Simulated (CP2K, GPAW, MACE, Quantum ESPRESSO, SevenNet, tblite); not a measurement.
# CP2K runs on random packing of As25S75 (at. %) (71 atoms), part 2 of 3

How do the settings of CP2K change the result for random packing of As25S75 (at. %) (71 atoms)? A plane-wave run serves as the yardstick.

Program: CP2K 2026.2; the method stands at each step. Banners, paths, timers and routine set-up lines are dropped from the logs unmarked, and long logs keep their key lines alone; longer cuts are marked.

So far. Step 2 (PBE, DZVP-MOLOPT-SR, 350/50 Ry, diagonalisation): Forces lie 6.6 % from the reference's, at 0.11 times its CPU time (on 2 against 4 cores). Step 3 (PBE, TZVP-MOLOPT (SR for As), 350/50 Ry …): Against the first run (6.6 %), the force difference from the reference is 6.5 %, at 2.1 times the CPU time (on 4 against 2 cores), with 1207 basis functions against 923.

### 4. BLYP, DZVP-MOLOPT-SR, 350/50 Ry, diagonalisation

Method: Kohn-Sham DFT, BLYP, GTH-BLYP pseudopotentials, Gaussian and plane waves, DZVP-MOLOPT-SR-GTH, diagonalisation.

Contents of input.inp:

```
&GLOBAL
  PROJECT cell
  RUN_TYPE ENERGY_FORCE
  PRINT_LEVEL LOW
&END GLOBAL
&FORCE_EVAL
  METHOD QS
  STRESS_TENSOR ANALYTICAL
  &DFT
    BASIS_SET_FILE_NAME BASIS_MOLOPT
    POTENTIAL_FILE_NAME GTH_POTENTIALS
    &MGRID
      CUTOFF 350
      REL_CUTOFF 50
    &END MGRID
    &QS
      EPS_DEFAULT 1.0E-12
    &END QS
    &SCF
      SCF_GUESS ATOMIC
      EPS_SCF 5.0E-06
      MAX_SCF 200
      ADDED_MOS 14
      &DIAGONALIZATION
        ALGORITHM STANDARD
      &END DIAGONALIZATION
      &SMEAR ON
        METHOD FERMI_DIRAC
        ELECTRONIC_TEMPERATURE [K] 580
      &END SMEAR
      &MIXING
        METHOD BROYDEN_MIXING
        ALPHA 0.3
        NBROYDEN 12
      &END MIXING
      &PRINT
        &RESTART OFF
        &END RESTART
      &END PRINT
    &END SCF
    &XC
      &XC_FUNCTIONAL BLYP
      &END XC_FUNCTIONAL
    &END XC
    &PRINT
      &MULLIKEN ON
      &END MULLIKEN
      &HIRSHFELD ON
        SHAPE_FUNCTION DENSITY
      &END HIRSHFELD
      &MO ON
        EIGENVALUES T
        OCCUPATION_NUMBERS T
        MO_INDEX_RANGE 193 216
        &EACH
          QS_SCF 0
        &END EACH
        ADD_LAST NUMERIC
      &END MO
    &END PRINT
  &END DFT
  &SUBSYS
    &CELL
      A 12.43350 0.00000 0.00000
      B 0.00000 12.43350 0.00000
      C 0.00000 0.00000 12.43350
    &END CELL
    &COORD
      As 7.26328 0.02661 3.67447
      As 7.29200 6.16975 2.92573
      As 11.93815 10.71333 10.27194
      As 10.31819 4.47693 4.09472
      As 4.84795 3.63792 5.20703
      As 12.19801 1.00438 10.06430
      As 10.61224 1.48854 6.83233
      As 10.19510 7.91977 10.29730
      As 12.06584 8.66379 12.37544
      As 0.26657 8.35394 8.07133
      As 10.08891 3.63804 8.10987
      As 11.78746 4.52629 1.89549
      As 9.67898 11.65578 3.39397
      As 3.88945 9.03704 6.56253
      As 1.11628 2.77628 1.77339
      As 9.99529 0.59768 0.70995
      As 1.34705 4.85367 4.98596
      As 9.31493 10.37302 10.12236
      S 1.28065 7.39097 5.10159
      S 9.70708 2.88395 0.48491
[... 47 atom lines left out ...]
      S 4.68556 12.21281 5.05074
      S 7.71722 4.16485 9.36504
      S 2.04767 7.85176 2.64784
      S 5.52532 3.55312 8.03316
    &END COORD
    &KIND As
      BASIS_SET DZVP-MOLOPT-SR-GTH-q5
      POTENTIAL GTH-BLYP-q5
    &END KIND
    &KIND S
      BASIS_SET DZVP-MOLOPT-SR-GTH-q6
      POTENTIAL GTH-BLYP-q6
    &END KIND
  &END SUBSYS
  &PRINT
    &FORCES ON
    &END FORCES
    &STRESS_TENSOR ON
    &END STRESS_TENSOR
  &END PRINT
&END FORCE_EVAL
```

Launch:

```console
$ OMP_NUM_THREADS=2 cp2k.psmp -i input.inp > output.txt
```

Numbers of over 12 decimals in the logs are rounded to 6 here.

Log:

```text
CP2K| version string:                                       CP2K version 2026.2
 CP2K| Input file name                                                 input.inp
 GLOBAL| Basis set file name                                        BASIS_MOLOPT
 GLOBAL| Potential file name                                      GTH_POTENTIALS
 GLOBAL| Run type                                                   ENERGY_FORCE
 GLOBAL| Total number of message passing processes                             1
 GLOBAL| Number of threads for this process                                    2
 TOTAL NUMBERS AND MAXIMUM NUMBERS
  Total number of            - Atomic kinds:                                   2
                             - Atoms:                                         71
[... lines left out ...]
                        Smear method:                                FERMI_DIRAC
[... lines left out ...]
 Number of electrons:                                                        408
[... lines left out ...]
  Step     Update method      Time    Convergence         Total energy    Change
[... lines left out ...]
  *** SCF run converged in    27 steps ***
[... lines left out ...]
  Fermi energy:                                                 0.094374
  Total energy:                                              -649.182980
  Total energy (extrapolated to T->0):                       -649.171953
[... lines left out ...]
 MO| E(Fermi):            0.094374 a.u.          2.568049 eV
[... lines left out ...]
 !-----------------------------------------------------------------------------!
 !-----------------------------------------------------------------------------!
                           Hirshfeld Charges
  #Atom  Element  Kind  Ref Charge     Population                    Net charge
      1       As     1       5.000          4.871                         0.129
      2       As     1       5.000          4.794                         0.206
      3       As     1       5.000          4.985                         0.015
[...]
70       S      2       6.000          6.070                        -0.070
     71       S      2       6.000          6.014                        -0.014
  Total Charge                                                            0.000
 !-----------------------------------------------------------------------------!
 ENERGY| Total FORCE_EVAL ( QS ) energy [hartree]           -649.182982
 FORCES| Atomic forces [hartree/bohr]
 FORCES|   Atom     x               y               z               |f|
 FORCES|      1 -2.29904363E-02  9.59157231E-03  2.85510923E-02   3.78909394E-02
 FORCES|      2  3.37423820E-03 -2.95955286E-03 -2.09205188E-02   2.13965545E-02
 FORCES|      3  4.48200346E-03 -2.26356914E-02 -6.63991938E-05   2.30752527E-02
[...]
FORCES|     70  2.63369667E-02  4.84798458E-04  2.75779060E-02   3.81367506E-02
 FORCES|     71 -2.06507563E-02 -9.58474612E-03  2.49058161E-02   3.37434552E-02
 FORCES| Sum     1.32131561E-04  1.08993128E-04 -3.75756672E-05
 FORCES| Total atomic force                                       1.75357298E-04
 STRESS| Analytical stress tensor [bar]
 STRESS|                        x                   y                   z
 STRESS|      x       -4.15936436668E+04  -2.00096937249E+03   2.26779704808E+03
 STRESS|      y       -2.00096937249E+03  -3.81288209218E+04  -3.11771512010E+03
 STRESS|      z        2.26779704808E+03  -3.11771512010E+03  -4.66324136339E+04
 STRESS| 1/3 Trace                                            -4.21182927408E+04
```

The job ended after 84 s (2 threads of Arm Neoverse V2, shared host; peak memory 2.5 GiB; 2.4 min of CPU time).

Numbers from this run, and their distance from the reference:

```
r.m.s. force component                  : 0.719 eV/Å
r.m.s. difference of force components   : 152.4 meV/Å
longest difference of force vectors     : 444.7 meV/Å
force difference over r.m.s. force      : 19.38 %
slope of forces against the reference's : 0.8993
correlation of force components         : 0.9835
pressure                                : -4.212 GPa
pressure difference                     : 3.407 GPa
```

Against the first run (6.6 %), the force difference from the reference is 19 %, at 0.89 times the CPU time; the model has changed, so this is no error of the program alone.

### 5. PBE, DZVP-MOLOPT-SR, 489/50 Ry, diagonalisation

Method: Kohn-Sham DFT, PBE, GTH-PBE pseudopotentials, Gaussian and plane waves, DZVP-MOLOPT-SR-GTH, diagonalisation.

input.inp, as its differences from that of step 4:

```diff
@@ -12,3 +12,3 @@
     &MGRID
-      CUTOFF 350
+      CUTOFF 489
       REL_CUTOFF 50
@@ -41,3 +41,3 @@
     &XC
-      &XC_FUNCTIONAL BLYP
+      &XC_FUNCTIONAL PBE
       &END XC_FUNCTIONAL
@@ -68,3 +68,28 @@
     &COORD
-[... 71 atom lines left out: the same atoms as in the first run ...]
+      SCALED
+      As 0.58417 0.00214 0.29553
+      As 0.58648 0.49622 0.23531
+      As 0.96016 0.86165 0.82615
+      As 0.82987 0.36007 0.32933
+      As 0.38991 0.29259 0.41879
+      As 0.98106 0.08078 0.80945
+      As 0.85352 0.11972 0.54951
+      As 0.81997 0.63697 0.82819
+      As 0.97043 0.69681 0.99533
+      As 0.02144 0.67189 0.64916
+      As 0.81143 0.29260 0.65226
+      As 0.94804 0.36404 0.15245
+      As 0.77846 0.93745 0.27297
+      As 0.31282 0.72683 0.52781
+      As 0.08978 0.22329 0.14263
+      As 0.80390 0.04807 0.05710
+      As 0.10834 0.39037 0.40101
+      As 0.74918 0.83428 0.81412
+      S 0.10300 0.59444 0.41031
+      S 0.78072 0.23195 0.03900
+[... 47 atom lines left out ...]
+      S 0.37685 0.98225 0.40622
+      S 0.62068 0.33497 0.75321
+      S 0.16469 0.63150 0.21296
+      S 0.44439 0.28577 0.64609
     &END COORD
@@ -72,3 +97,3 @@
       BASIS_SET DZVP-MOLOPT-SR-GTH-q5
-      POTENTIAL GTH-BLYP-q5
+      POTENTIAL GTH-PBE-q5
     &END KIND
@@ -76,3 +101,3 @@
       BASIS_SET DZVP-MOLOPT-SR-GTH-q6
-      POTENTIAL GTH-BLYP-q6
+      POTENTIAL GTH-PBE-q6
     &END KIND
```

Log:

```text
CP2K| version string:                                       CP2K version 2026.2
 CP2K| Input file name                                                 input.inp
 GLOBAL| Basis set file name                                        BASIS_MOLOPT
 GLOBAL| Potential file name                                      GTH_POTENTIALS
 GLOBAL| Run type                                                   ENERGY_FORCE
 GLOBAL| Total number of message passing processes                             1
 GLOBAL| Number of threads for this process                                    2
[... lines left out ...]
                        Smear method:                                FERMI_DIRAC
[... lines left out ...]
 Number of electrons:                                                        408
[... lines left out ...]
  Step     Update method      Time    Convergence         Total energy    Change
[... lines left out ...]
  *** SCF run converged in    28 steps ***
[... lines left out ...]
  Fermi energy:                                                 0.082977
  Total energy:                                              -652.203019
  Total energy (extrapolated to T->0):                       -652.192084
[... lines left out ...]
 MO| E(Fermi):            0.082977 a.u.          2.257913 eV
[... lines left out ...]
     71       S      2       6.000          6.014                        -0.014
  Total Charge                                                            0.000
 !-----------------------------------------------------------------------------!
 ENERGY| Total FORCE_EVAL ( QS ) energy [hartree]           -652.203020
 FORCES| Atomic forces [hartree/bohr]
 FORCES|   Atom     x               y               z               |f|
 FORCES|      1 -2.26388457E-02  1.19216613E-02  3.08990571E-02   4.01172666E-02
 FORCES|      2  3.35930951E-03 -7.19306207E-03 -2.39867060E-02   2.52663248E-02
 FORCES|      3  4.01820805E-03 -2.42995624E-02  2.83352213E-03   2.47920063E-02
[...]
FORCES|     70  2.73774199E-02 -5.41706932E-04  3.09546308E-02   4.13280260E-02
 FORCES|     71 -2.36862943E-02 -9.36900081E-03  2.68240410E-02   3.69911867E-02
 FORCES| Sum    -1.95585689E-06 -2.08385440E-07  1.60473034E-06
 FORCES| Total atomic force                                       2.53849564E-06
 STRESS| Analytical stress tensor [bar]
 STRESS|                        x                   y                   z
 STRESS|      x       -7.23611044267E+04  -2.76563941949E+03   3.20478079735E+03
 STRESS|      y       -2.76563941949E+03  -7.03990587639E+04  -3.29606931163E+03
 STRESS|      z        3.20478079735E+03  -3.29606931163E+03  -7.81911595059E+04
 STRESS| 1/3 Trace                                            -7.36504408988E+04
```

Elapsed: 2.3 min, on 2 threads; peak memory 4.7 GiB.

Compared with the plane-wave run:

| Quantity | Value |
| --- | --- |
| r.m.s. force component | 0.7712 eV/Å |
| r.m.s. difference of force components | 51.86 meV/Å |
| longest difference of force vectors | 173.8 meV/Å |
| force difference over r.m.s. force | 6.595 % |
| slope of forces against the reference's | 0.9788 |
| correlation of force components | 0.998 |
| pressure | -7.365 GPa |
| pressure difference | 0.2537 GPa |
| energy less the same-level run's | -0.0007 meV/atom |
| r.m.s. force difference from the same-level run | 0.029 meV/Å |

Against the first run (6.6 %), the force difference from the reference is 6.6 %, at 1.5 times the CPU time: the change moves forces by 0.029 meV/Å r.m.s., so most of the difference comes from elsewhere.

### 6. PBE, DZVP-MOLOPT-SR, 350/20 Ry, diagonalisation

Method: Kohn-Sham DFT, PBE, GTH-PBE pseudopotentials, Gaussian and plane waves, DZVP-MOLOPT-SR-GTH, diagonalisation.

input.inp, as its differences from that of step 5:

```diff
@@ -12,4 +12,4 @@
     &MGRID
-      CUTOFF 489
-      REL_CUTOFF 50
+      CUTOFF 350
+      REL_CUTOFF 20
     &END MGRID
@@ -68,3 +68,2 @@
     &COORD
-      SCALED
 [... 71 atom lines left out: the same atoms as in the first run ...]
```

Log:

```text
CP2K| version string:                                       CP2K version 2026.2
 CP2K| Input file name                                                 input.inp
 GLOBAL| Basis set file name                                        BASIS_MOLOPT
 GLOBAL| Potential file name                                      GTH_POTENTIALS
[... lines left out ...]
 Number of electrons:                                                        408
[... lines left out ...]
  Step     Update method      Time    Convergence         Total energy    Change
[... lines left out ...]
  *** SCF run converged in    28 steps ***
[... lines left out ...]
  Fermi energy:                                                 0.082797
  Total energy:                                              -652.233536
  Total energy (extrapolated to T->0):                       -652.222593
[... lines left out ...]
 MO| E(Fermi):            0.082797 a.u.          2.253032 eV
[... lines left out ...]
 ENERGY| Total FORCE_EVAL ( QS ) energy [hartree]           -652.233536
[... lines left out ...]
 FORCES|      1 -2.29648576E-02  1.20667367E-02  3.10407817E-02   4.04539361E-02
 FORCES|      2  3.24497020E-03 -7.32370382E-03 -2.36484938E-02   2.49683345E-02
 FORCES|      3  3.84629195E-03 -2.39014988E-02  2.55662298E-03   2.43436220E-02
[...]
FORCES|     70  2.79498009E-02  7.40823328E-04  2.88959378E-02   4.02083997E-02
 FORCES|     71 -2.41006269E-02 -1.24214030E-02  2.70435123E-02   3.82946867E-02
 FORCES| Sum     3.62276130E-03 -1.48528242E-02  2.39388435E-03
 FORCES| Total atomic force                                       1.54745426E-02
 STRESS| Analytical stress tensor [bar]
 STRESS|                        x                   y                   z
 STRESS|      x       -6.80146348529E+04  -2.77920785804E+03   3.11239864983E+03
 STRESS|      y       -2.77920785804E+03  -6.80594495402E+04  -3.32601467260E+03
 STRESS|      z        3.11239864983E+03  -3.32601467260E+03  -7.42380307900E+04
 STRESS| 1/3 Trace                                            -7.01040383944E+04
```

Wall time 71 s (2 threads); peak memory 2.5 GiB.

Compared with the plane-wave run:

* r.m.s. force component: 0.7747 eV/Å
* r.m.s. difference of force components: 101.7 meV/Å
* longest difference of force vectors: 305.8 meV/Å
* force difference over r.m.s. force: 12.94 %
* slope of forces against the reference's: 0.9769
* correlation of force components: 0.9916
* pressure: -7.01 GPa
* pressure difference: 0.6083 GPa
* energy less the same-level run's: -11.7 meV/atom
* r.m.s. force difference from the same-level run: 85.47 meV/Å

This is a coarse setting, run to see what it loses.

Against the first run (6.6 %), the force difference from the reference is 13 %, at 0.72 times the CPU time: the grid matters here.

The forces add up to 0.80 eV/Å instead of zero, usually a sign of too coarse a grid.

### 7. PBE+D4, DZVP-MOLOPT-SR, 350/50 Ry, diagonalisation

Method: Kohn-Sham DFT, PBE+D4, GTH-PBE pseudopotentials, Gaussian and plane waves, DZVP-MOLOPT-SR-GTH, diagonalisation.

input.inp, as its differences from that of step 6:

```diff
@@ -13,3 +13,3 @@
       CUTOFF 350
-      REL_CUTOFF 20
+      REL_CUTOFF 50
     &END MGRID
@@ -43,2 +43,9 @@
       &END XC_FUNCTIONAL
+      &VDW_POTENTIAL
+        POTENTIAL_TYPE PAIR_POTENTIAL
+        &PAIR_POTENTIAL
+          TYPE DFTD4
+          REFERENCE_FUNCTIONAL PBE
+        &END PAIR_POTENTIAL
+      &END VDW_POTENTIAL
     &END XC
```

Log:

```text
CP2K| version string:                                       CP2K version 2026.2
 CP2K| Input file name                                                 input.inp
 GLOBAL| Basis set file name                                        BASIS_MOLOPT
 GLOBAL| Potential file name                                      GTH_POTENTIALS
 GLOBAL| Run type                                                   ENERGY_FORCE
 GLOBAL| Total number of message passing processes                             1
 GLOBAL| Number of threads for this process                                    2
 TOTAL NUMBERS AND MAXIMUM NUMBERS
  Total number of            - Atomic kinds:                                   2
                             - Atoms:                                         71
[... lines left out ...]
                        Smear method:                                FERMI_DIRAC
[... lines left out ...]
 Number of electrons:                                                        408
[... lines left out ...]
  Step     Update method      Time    Convergence         Total energy    Change
[... lines left out ...]
  *** SCF run converged in    28 steps ***
[... lines left out ...]
  Fermi energy:                                                 0.082977
  Total energy:                                              -652.908224
  Total energy (extrapolated to T->0):                       -652.897289
[... lines left out ...]
 MO| E(Fermi):            0.082977 a.u.          2.257914 eV
[... lines left out ...]
 !-----------------------------------------------------------------------------!
 !-----------------------------------------------------------------------------!
                           Hirshfeld Charges
  #Atom  Element  Kind  Ref Charge     Population                    Net charge
      1       As     1       5.000          4.874                         0.126
      2       As     1       5.000          4.802                         0.198
      3       As     1       5.000          4.988                         0.012
[...]
70       S      2       6.000          6.067                        -0.067
     71       S      2       6.000          6.014                        -0.014
  Total Charge                                                            0.000
 !-----------------------------------------------------------------------------!
 ENERGY| Total FORCE_EVAL ( QS ) energy [hartree]           -652.908225
 FORCES| Atomic forces [hartree/bohr]
 FORCES|   Atom     x               y               z               |f|
 FORCES|      1 -2.13062716E-02  1.25087104E-02  2.99407558E-02   3.88184738E-02
 FORCES|      2  3.37333311E-03 -7.61417861E-03 -2.37983167E-02   2.52133887E-02
 FORCES|      3  4.32341531E-03 -2.34144664E-02  3.23119445E-03   2.40285200E-02
[...]
FORCES|     70  2.70206821E-02 -7.68366251E-04  3.08903082E-02   4.10477623E-02
 FORCES|     71 -2.36007467E-02 -9.66391209E-03  2.74820136E-02   3.74919660E-02
 FORCES| Sum     1.01479402E-06  1.41842008E-08  5.70650322E-07
 FORCES| Total atomic force                                       1.16432379E-06
 STRESS| Analytical stress tensor [bar]
 STRESS|                        x                   y                   z
 STRESS|      x       -8.71493775265E+04  -2.51736497697E+03   3.08358877013E+03
 STRESS|      y       -2.51736497697E+03  -8.56125720846E+04  -3.05839905292E+03
 STRESS|      z        3.08358877013E+03  -3.05839905292E+03  -9.33752465984E+04
 STRESS| 1/3 Trace                                            -8.87123987365E+04
```

Run time: 96 s. Hardware: 2 threads; peak memory 2.5 GiB; 2.7 min of CPU time.

Compared with the plane-wave run:

```yaml
r_m_s_force_component: 0.7659 eV/Å
r_m_s_difference_of_force_components: 60.38 meV/Å
longest_difference_of_force_vectors: 230.6 meV/Å
force_difference_over_r_m_s_force: 7.678 %
slope_of_forces_against_the_reference_s: 0.9714
correlation_of_force_components: 0.9973
pressure: -8.871 GPa
pressure_difference: -1.252 GPa
```

Against the first run (6.6 %), the force difference from the reference is 7.7 %, at 1.0 times the CPU time; the model has changed, so this is no error of the program alone.

(Part 2 of 3 ends here.)

[Also dropped from logs without a mark: logging warnings of Python, and SIESTA's first energy breakdown and zero terms.]

[Logs are printed without paths, hosts, clocks, repeated set-up lines and the standing remarks that a program may print on its own settings, such as how far it seeks lower states.]

[Hosts, paths, dates, database ids (printed as entryN), source tags and the programs' standing remarks are cut or masked in the printed files.]
